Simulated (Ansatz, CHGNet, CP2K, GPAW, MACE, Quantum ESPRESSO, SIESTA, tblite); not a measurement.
## Random packing of Na51Sb49 (at. %) (68 atoms): runs against a plane-wave reference

Density of this cell: 3.95 g/cm³. The cell holds 68 atoms: 35 Na and 33 Sb. Its edges and angles: a = 12.652 Å, b = 12.652 Å, c = 12.652 Å, α = 90.0°, β = 90.0°, γ = 90.0°. 68 atoms (35 Na, 33 Sb) packed at random in a cube at 3.95 g/cm³ and pushed apart as soft spheres; a start for melting by ab initio MD, not an equilibrated structure. Then every atom was moved at random, 0.03 Å r.m.s. a Cartesian component.

Geometry: as built.

The reference, a calculation:

```
method                 : Kohn-Sham DFT, PBE, SSSP efficiency 1.3.0 pseudopotentials, plane waves (Quantum ESPRESSO 7.5); sssp-pbe-1.3.0-efficiency, cutoffs 45/360 Ry, Γ point
r.m.s. force component : 0.7296 eV/Å
longest force          : 3.357 eV/Å
pressure               : 4.48 GPa
time                   : 6.8 min on 4 MPI ranks of Arm Neoverse V1, shared host
CPU time               : 27 min
```

Runs, in no order:
A. CHGNet 0.3.0 potential: machine-learned interatomic potential CHGNet 0.3.0, trained on PBE(+U) plane-wave data
B. CP2K PBE, DZVP-MOLOPT-SR, 1200/60 Ry, diagonalisation: Kohn-Sham DFT, PBE, GTH-PBE pseudopotentials, Gaussian and plane waves, DZVP-MOLOPT-SR-GTH, diagonalisation
C. CHGNet r2SCAN potential: machine-learned interatomic potential CHGNet r2SCAN, trained on r2SCAN plane-wave data

**Question.** Rank the runs by how far their forces lie from the reference's, least first.

B, A, C.

```csv
run,"Δ force, r.m.s. (meV/Å)",share of r.m.s. force (%),CPU time
"B. CP2K PBE, DZVP-MOLOPT-SR, 1200/60 Ry, diagonalisation",135,18.5,11 min
A. CHGNet 0.3.0 potential,232,31.7,4.1 s
C. CHGNet r2SCAN potential,408,55.9,3.5 s
```

Machine-learned potentials mimic data converged in k, so the reference's own k-point error enters their differences. The electronic-structure runs sample only Γ, in a cell whose shortest periodic width is 13 Å, which is coarse for a cell with partly filled levels.

[Logs are printed without paths, hosts, clocks, repeated set-up lines and the standing remarks that a program may print on its own settings, such as how far it seeks lower states.]

[Hosts, paths, dates, database ids (printed as entryN), source tags and the programs' standing remarks are cut or masked in the printed files.]
